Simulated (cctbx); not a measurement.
# ErGa2Fe2: precision against data quality

Space group P4/nmm (no. 129, origin choice 1), a = 4.2570 Å, b = 4.2570 Å, c = 9.7790 Å, α = 90.00°, β = 90.00°, γ = 90.00°.

```csv
atom,mult.,x,y,z,Ueq (Å²)
Er1,2,1/2,0,0.7529,0.0116
Ga1,2,1/2,0,0.1214,0.0091
Ga2,2,1/2,1/2,1/2,0.0167
Fe1,2,1/2,0,0.3686,0.0180
Fe2,2,1/2,1/2,0,0.0145
```

This is a model crystal, built by substitution and not relaxed, with assumed displacement parameters.

Five simulated data sets (cctbx; Ag Kα, λ = 0.56087 Å; 1.5 % proportional error) differ in resolution or exposure (noise floor 15 counts in the first three, 8 in the last two). Each is refined with the right model, isotropic at 1.1 Å and anisotropic otherwise. How do the figures of merit and the uncertainties move?

| d min (Å) | top counts | ⟨I/σ⟩ (unmerged, absences included) | unique | param. (scale apart) | Rint | R1 | GooF | largest s.u. xyz (fractional) | s.u. U of Fe1 (Å²) | largest error (Å) |
| --- | --- | --- | --- | --- | --- | --- | --- | --- | --- | --- |
| 1.1 | 40000 | 21.1 | 61 | 8 | 0.016 | 0.0204 | 3.03 | 0.00049 | 0.0013 | 0.0042 |
| 0.84 | 40000 | 18.4 | 119 | 13 | 0.017 | 0.0055 | 0.82 | 0.00009 | 0.0003 | 0.0019 |
| 0.6 | 40000 | 14.8 | 297 | 13 | 0.023 | 0.0096 | 0.89 | 0.00008 | 0.0002 | 0.0002 |
| 0.75 | 300 | 1.3 | 166 | 13 | 0.330 | 0.0538 | 0.91 | 0.00284 | 0.0096 | 0.0647 |
| 0.75 | 3000 | 6.0 | 166 | 13 | 0.059 | 0.0233 | 0.92 | 0.00052 | 0.0017 | 0.0098 |

GooF reaches 3.03 where the model lacks something that the data hold (anisotropy at the isotropic level, for one). The s.u. of U for Fe1 goes 0.0013, 0.0003, 0.0002 Å² with resolution and 0.0096, 0.0017 Å² with exposure.

The 1.1 Å row also differs in its displacement model, so it isn't a clean test of resolution.

Hardware for the 0.6 Å refinement: 0.36 s on 1 thread of Arm Neoverse V2 (shared host), peak memory 0.09 GiB.

[Logs are printed without paths, hosts, clocks, repeated set-up lines and the standing remarks that a program may print on its own settings, such as how far it seeks lower states.]
